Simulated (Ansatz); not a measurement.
# Σ3 (112) boundary in fcc Al, starting shift (0, 0.5): structure and resistance, part 3 of 3

Wanted: what the Σ3 (112) boundary in fcc Al, starting shift (0, 0.5) costs an interconnect.

Ansatz 0.2.0; Ansatz plane-wave DFT, PBE, PAW files; relaxation of a bicrystal slab with its lowest layers held; PAW set soft_1 (the session's first sound run).

So far. Step 3 (Transmission across the boundary): Over the solved energies the transmission per spin lies between 2.58 and 2.74, out of 3.85 channels of the lead on average (up to 3.93). Step 4 (Specific resistance): Averaged over the energies near the Fermi level, 69.1 % of the channels pass, which makes 0.301 fΩ m².

### Step 5. Single-crystal slab for reference

The free faces cost energy too. A single-crystal slab with the same faces and held layers is relaxed, so that they cancel.

This step: Ansatz plane-wave DFT, PBE, PAW files; relaxation of a single-crystal slab with its lowest layers held; PAW set soft_1 (Ansatz 0.2.0).

System of this step: Al slab, plane (1, 1, 2). The cell holds 24 atoms: 24 Al. Its edges and angles: a = 2.862 Å, b = 7.011 Å, c = 30.005 Å, α = 90.0°, β = 90.0°, γ = 90.0°. It derives from Al. Vacuum lies along c.

Input file input.yaml:

```yaml
crystal:
  lattice:
    - [2.862347037, 0.0, 0.0]
    - [0.0, 7.0112897075, 0.0]
    - [0.0, 0.0, 30.0046335726]
  atoms:
    - { symbol: Al, position: [0.5, 0.6666666668, 0.1666409286] }
    - { symbol: Al, position: [0.0, 0.3333333334, 0.1941796224] }
    - { symbol: Al, position: [0.5, 1.0e-10, 0.2217183161] }
    - { symbol: Al, position: [0.0, 0.6666666668, 0.2492570099] }
    - { symbol: Al, position: [0.5, 0.3333333334, 0.2767957037] }
    - { symbol: Al, position: [0.0, 1.0e-10, 0.3043343975] }
    - { symbol: Al, position: [0.5, 0.6666666667, 0.3318730913] }
    - { symbol: Al, position: [0.0, 0.3333333334, 0.3594117851] }
    - { symbol: Al, position: [0.5, 1.0e-10, 0.3869504789] }
    - { symbol: Al, position: [0.0, 0.6666666667, 0.4144891727] }
    - { symbol: Al, position: [0.5, 0.3333333334, 0.4420278665] }
    - { symbol: Al, position: [1.0, 1.0e-10, 0.4695665602] }
    - { symbol: Al, position: [0.5, 0.6666666667, 0.497105254] }
    - { symbol: Al, position: [0.0, 0.3333333334, 0.5246439478] }
    - { symbol: Al, position: [0.5, 0.0, 0.5521826416] }
    - { symbol: Al, position: [0.0, 0.6666666667, 0.5797213354] }
    - { symbol: Al, position: [0.5, 0.3333333334, 0.6072600292] }
    - { symbol: Al, position: [1.0, 0.0, 0.634798723] }
    - { symbol: Al, position: [0.5, 0.6666666667, 0.6623374168] }
    - { symbol: Al, position: [0.0, 0.3333333334, 0.6898761106] }
    - { symbol: Al, position: [0.5, 0.0, 0.7174148043] }
    - { symbol: Al, position: [0.0, 0.6666666667, 0.7449534981] }
    - { symbol: Al, position: [0.5, 0.3333333333, 0.7724921919] }
    - { symbol: Al, position: [0.0, 0.0, 0.8000308857] }
kpoints:
  mp_grid: { grid: [8, 4, 1] }
hamiltonian:
  xc: pbe
  pseudopotentials: { kind: paw, azcp: { folder: soft_1 } }
scf:
  occupations: { method: fermi_dirac, width: 0.1 }
relax:
  f_tol: 0.03
  max_steps: 80
  constraints: [{ sites: [0, 1, 2, 3] }]
```

Command:

```bash
$ ansatz run input.yaml --threads 4 --pin off --max-ram 15360MiB --backend cpu --events-out ev --progress --plain --runs-dir out
```

Numbers of over 12 decimals in the logs are rounded to 6 here.

The log of the run:

```text
Warning: crystal.symmetry: narrowed to the stabiliser of the relax constraints — unitary ops 4 → 2; lowered at sites 0, 1, 2, 3, 20, 21, 22, 23 (the operations that carried what is held of a site onto what its image site leaves free; the constrained walk keeps no symmetry that its constraints do not admit)
[...]
Crystal: 24 atoms, lattice volume = 602.155 Å³
Basis set: ecut = 420 eV, 11819 PW (Γ), exchange–correlation on 40×96×432 points (8 copies of the dense FFT grid, shifted against one another)
Bands: 60, of which v1, the nominal top of the filled ones, is band 36 counted from 1 (35 counted from 0)
Symmetry: 2 space group operations
k-points: 15 of 32 (time reversal used)
[...]
SCF iter   1: F=—  HF=-12900.371805 eV  |F-HF|=—  |Δ(HF+E_count)|=         —  Δρ=2.10e-2  dr2=3.82e1  ethr=3.10e-3  ⟨swp⟩=9.6  Hψ=5408  notcnv=0  defer=15
[...]
SCF iter   6: F=-12897.874852 eV  HF=-12897.874854 eV  |F-HF|=2.41e-6  |Δ(HF+E_count)|=   2.55e-6  Δρ=1.86e-5  dr2=6.37e-6  ethr=3.12e-8  ⟨swp⟩=3.8  Hψ=3686  notcnv=0
SCF 1 converged in 6 iterations: F = -12897.874852 eV  dr2 = 6.37e-6
[...]
relax step   1: F+E_penalty+E_count = -12897.87485191 eV  Δ(F+E_penalty+E_count) = +0.000e0 eV  max|allowed force component| = 2.307e-1 eV/Å  Δτ_max = 0.0000 Å  (6 SCF iters, dr2 threshold 2.25e-5 eV, accepted)
[...]
SCF iter   5: F=-12897.904803 eV  HF=-12897.904803 eV  |F-HF|=1.38e-7  |Δ(HF+E_count)|=   1.88e-6  Δρ=7.29e-6  dr2=4.60e-7  ethr=4.62e-9  ⟨swp⟩=5.1  Hψ=3051  notcnv=0
SCF 2 converged in 5 iterations: F = -12897.904803 eV  dr2 = 4.60e-7
relax step   2: F+E_penalty+E_count = -12897.90480317 eV  Δ(F+E_penalty+E_count) = -2.995e-2 eV  max|allowed force component| = 5.658e-2 eV/Å  Δτ_max = 0.1033 Å  (5 SCF iters, dr2 threshold 3.33e-6 eV, accepted)
SCF iter   1: F=—  HF=-12897.907390 eV  |F-HF|=—  |Δ(HF+E_count)|=         —  Δρ=4.63e-4  dr2=5.72e-3  ethr=6.00e-5  ⟨swp⟩=2.7  Hψ=2099  notcnv=0  defer=63
[...]
SCF iter   5: F=-12897.906788 eV  HF=-12897.906788 eV  |F-HF|=1.79e-9  |Δ(HF+E_count)|=   2.39e-7  Δρ=2.27e-6  dr2=5.61e-8  ethr=1.39e-10  ⟨swp⟩=5.5  Hψ=3270  notcnv=0
SCF 3 converged in 5 iterations: F = -12897.906788 eV  dr2 = 5.61e-8
relax step   3: F+E_penalty+E_count = -12897.90678800 eV  Δ(F+E_penalty+E_count) = -1.985e-3 eV  max|allowed force component| = 8.915e-3 eV/Å  Δτ_max = 0.0253 Å  (5 SCF iters, accepted)
SCF converged after 5 iterations
Free energy (F): -12897.906788 eV
[...]
Internal energy: -12897.604245 eV  (E = F + TS)
E sigma→0 (E₀):  -12897.755517 eV
Entropy (-TS):   -0.302543 eV (-12.606 meV/atom)
Fermi energy:    3.823312 eV
[...]
--- Forces (eV/Å), atoms counted from 1 ---
  atom   1  Al    -0.00000000    -0.03377674     0.11973250
  atom   2  Al    -0.00000000     0.02524857     0.06806397
  atom   3  Al    -0.00000000     0.06978357    -0.25433993
  atom   4  Al    -0.00000000    -0.07016959     0.07522420
  atom   5  Al     0.00000000    -0.00002767    -0.00291933
  atom   6  Al    -0.00000000     0.00140437    -0.00280024
  atom   7  Al     0.00000000    -0.00286738    -0.00305996
  atom   8  Al     0.00000000     0.00069292    -0.00507942
  atom   9  Al    -0.00000000     0.00222879     0.00117407
  atom  10  Al     0.00000000     0.00057610     0.00679764
  atom  11  Al     0.00000000     0.00242657     0.00198284
  atom  12  Al    -0.00000000    -0.00249401     0.00141151
  atom  13  Al     0.00000000     0.00210537    -0.00143353
  atom  14  Al    -0.00000000     0.00037284    -0.00486675
  atom  15  Al    -0.00000000    -0.00029073    -0.00571884
  atom  16  Al     0.00000000    -0.00387043     0.00370567
  atom  17  Al     0.00000000    -0.00036663     0.00596496
  atom  18  Al    -0.00000000     0.00465466     0.00800013
  atom  19  Al     0.00000000     0.00116656     0.00679652
  atom  20  Al    -0.00000000     0.00038254     0.00034814
  atom  21  Al    -0.00000000    -0.00320814    -0.00803949
  atom  22  Al     0.00000000     0.00166071    -0.00891513
  atom  23  Al     0.00000000     0.00705058    -0.00463435
  atom  24  Al     0.00000000    -0.00267599     0.00261773
  max |Σ_I F_I| component: 1.29e-5 eV/Å
--- Relaxed structure (3 steps of the walk, 3 accepted, 0 SCFs on fresh bases) ---
  F+E_penalty+E_count = -12897.90678800 eV   max|allowed force component| = 8.915e-3 eV/Å
  atoms:
    - { symbol: Al, position: [0.500000, 0.666667, 0.166641] }
    - { symbol: Al, position: [0.0, 0.333333, 0.194180] }
    - { symbol: Al, position: [0.500000, 3.3333331264824064e-11, 0.221718] }
    - { symbol: Al, position: [0.0, 0.666667, 0.249257] }
    - { symbol: Al, position: [0.500000, 0.333748, 0.277400] }
    - { symbol: Al, position: [-5.001376740655483e-19, -0.00183909, 0.303849] }
    - { symbol: Al, position: [0.500000, 0.665465, 0.330965] }
    - { symbol: Al, position: [-7.68050131403682e-19, 0.330509, 0.359497] }
    - { symbol: Al, position: [0.500000, -0.00254703, 0.386701] }
    - { symbol: Al, position: [-5.027767843461288e-19, 0.664818, 0.413961] }
    - { symbol: Al, position: [0.500000, 0.332580, 0.441478] }
    - { symbol: Al, position: [1.000000, 0.000611659, 0.468970] }
    - { symbol: Al, position: [0.500000, 0.667949, 0.496296] }
    - { symbol: Al, position: [7.169671595639388e-19, 0.335970, 0.523630] }
    - { symbol: Al, position: [0.500000, 0.00356307, 0.551080] }
    - { symbol: Al, position: [1.2772192072418965e-18, 0.671363, 0.578934] }
    - { symbol: Al, position: [0.500000, 0.338501, 0.605510] }
    - { symbol: Al, position: [1.000000, 0.00300048, 0.633521] }
    - { symbol: Al, position: [0.500000, 0.669781, 0.662785] }
    - { symbol: Al, position: [7.169341511031958e-19, 0.335970, 0.687422] }
    - { symbol: Al, position: [0.500000, 0.00228454, 0.714236] }
    - { symbol: Al, position: [-1.6328761951850722e-19, 0.666066, 0.747458] }
    - { symbol: Al, position: [0.500000, 0.332102, 0.769596] }
    - { symbol: Al, position: [1.4195605513262414e-18, 0.00521997, 0.796095] }
```

Run time: 33 s. Hardware: 4 threads of Arm Neoverse V1, shared host; peak memory 1.2 GiB.

Step by step:

```
step  energy less that of the first step (eV)  largest force component (eV/Å)
   1                                   0.0000                          0.2307
   2                                  -0.0300                          0.0566
   3                                  -0.0319                          0.0089
```

The atoms that moved most (Å):

```
atom     dx      dy      dz  length
Al24  0.000   0.037  -0.118   0.124
Al21  0.000   0.016  -0.095   0.097
Al23  0.000  -0.009  -0.087   0.087
Al20  0.000   0.018  -0.074   0.076
Al22  0.000  -0.004   0.075   0.075
Al17  0.000   0.036  -0.052   0.064
Al18  0.000   0.021  -0.038   0.044
Al15  0.000   0.025  -0.033   0.041
```

Final coordinates:

```cif
data_structure
_symmetry_space_group_name_H-M 'P 1'
_symmetry_Int_Tables_number 1
_cell_length_a 2.8623
_cell_length_b 7.0113
_cell_length_c 30.0046
_cell_angle_alpha 90.000
_cell_angle_beta 90.000
_cell_angle_gamma 90.000
_cell_volume 602.16
loop_
_atom_site_label
_atom_site_type_symbol
_atom_site_fract_x
_atom_site_fract_y
_atom_site_fract_z
_atom_site_occupancy
Al1 Al 0.50000 0.66667 0.16664 1
Al2 Al 0.00000 0.33333 0.19418 1
Al3 Al 0.50000 0.00000 0.22172 1
Al4 Al 0.00000 0.66667 0.24926 1
Al5 Al 0.50000 0.33375 0.27740 1
Al6 Al 0.00000 0.99816 0.30385 1
Al7 Al 0.50000 0.66547 0.33097 1
Al8 Al 0.00000 0.33051 0.35950 1
Al9 Al 0.50000 0.99745 0.38670 1
Al10 Al 0.00000 0.66482 0.41396 1
Al11 Al 0.50000 0.33258 0.44148 1
Al12 Al 0.00000 0.00061 0.46897 1
Al13 Al 0.50000 0.66795 0.49630 1
Al14 Al 0.00000 0.33597 0.52363 1
Al15 Al 0.50000 0.00356 0.55108 1
Al16 Al 0.00000 0.67136 0.57893 1
Al17 Al 0.50000 0.33850 0.60551 1
Al18 Al 0.00000 0.00300 0.63352 1
Al19 Al 0.50000 0.66978 0.66279 1
Al20 Al 0.00000 0.33597 0.68742 1
Al21 Al 0.50000 0.00228 0.71424 1
Al22 Al 0.00000 0.66607 0.74746 1
Al23 Al 0.50000 0.33210 0.76960 1
Al24 Al 0.00000 0.00522 0.79609 1
```

This step gave:

```
free energy             : -12897.9068 eV
energy at zero smearing : -12897.7555 eV
Fermi energy            : 3.823 eV
```

The largest force component on a free atom ends at 0.0089 eV/Å, under the tolerance of 0.03, after 3 steps.

### Step 6. Bulk reference

The perfect crystal gives the energy per atom, for the atoms by which bicrystal and slab differ.

This step: Ansatz plane-wave DFT, PBE, PAW files; bulk reference; PAW set soft_1 (Ansatz 0.2.0).

System of this step: Al. It takes space group Fm-3m (No. 225, cubic). Conventional cell: a = 4.048 Å, b = 4.048 Å, c = 4.048 Å, α = 90.00°, β = 90.00°, γ = 90.00°. Al has 12 Al at 2.86 Å nearest.

input.yaml, the sections that differ from step 5:

```yaml
crystal:
  lattice:
    - [0.0, 2.023985, 2.023985]
    - [2.023985, 0.0, 2.023985]
    - [2.023985, 2.023985, 0.0]
  atoms:
    - { symbol: Al, position: [0.0, 0.0, 0.0] }
kpoints:
  mp_grid: { grid: [18, 18, 18] }
# hamiltonian, scf: as in step 5
# relax: removed
```

The log of the run:

```text
[...]
Crystal: 1 atoms, lattice volume = 16.583 Å³
Basis set: ecut = 420 eV, 331 PW (Γ)
Bands: 6, of which v1, the nominal top of the filled ones, is band 2 counted from 1 (1 counted from 0)
Symmetry: 48 space group operations
[...]
k-points: 195 of 5832
[...]
SCF iter   1: F=—  HF=-537.541617 eV  |F-HF|=—  |Δ(HF+E_count)|=         —  Δρ=2.25e-2  dr2=8.96e-2  ethr=3.10e-3  ⟨swp⟩=4.3  Hψ=9770  notcnv=0
[...]
SCF iter   5: F=-537.508360 eV  HF=-537.508360 eV  |F-HF|=7.58e-11  |Δ(HF+E_count)|=   4.82e-8  Δρ=1.70e-6  dr2=2.71e-10  ethr=2.71e-9  ⟨swp⟩=1.0  Hψ=2876  notcnv=0
SCF 1 converged in 5 iterations: F = -537.508360 eV  dr2 = 2.71e-10
[...]
SCF converged after 5 iterations
Free energy (F): -537.508360 eV
[...]
Internal energy: -537.493812 eV  (E = F + TS)
E sigma→0 (E₀):  -537.501086 eV
Entropy (-TS):   -0.014548 eV (-14.548 meV/atom)
Fermi energy:    7.869441 eV
[...]
```

It took 0.39 s on 4 threads; peak memory 0.25 GiB.

Numbers from this step:

```yaml
free_energy: -537.5084 eV
energy_at_zero_smearing: -537.5011 eV
fermi_energy: 7.869 eV
```

### Step 7. Boundary energy

This step: Ansatz plane-wave DFT, PBE, PAW files; bicrystal less single-crystal slab less bulk atoms, a boundary area; PAW set soft_1 (Ansatz 0.2.0).

This step gave:

- excess energy of the cell: 0.5094 eV
- boundary energy: 0.4067 J/m²

The boundary costs 0.41 J/m².

By hand: 0.509 eV / 20.07 Å² × 16.02 = 0.407 J/m².

### Step 8. What came out

```json
{
 "specific resistance of the boundary": "0.301 fΩ m²",
 "share of channels that pass": "0.691",
 "boundary energy": "0.407 J/m²"
}
```

What this shows: The boundary has a specific resistance of 0.30 fΩ m² and an energy of 0.41 J/m². The boundary reflects 31 % of the channels; 0.30 fΩ m² is 3.0×10⁻¹² Ω·cm². That equals the resistance of 11 nm of bulk Al at 300 K (measured 2.733 µΩ cm, CRC Handbook of Chemistry and Physics, 84th ed., 2003, Electrical Resistivity of Pure Metals). One starting structure was relaxed; another shift or atom count at the boundary may lie lower.

[Logs are printed without paths, hosts, clocks, repeated set-up lines and the standing remarks that a program may print on its own settings, such as how far it seeks lower states.]

[Hosts, paths, dates, database ids (printed as entryN), source tags and the programs' standing remarks are cut or masked in the printed files.]
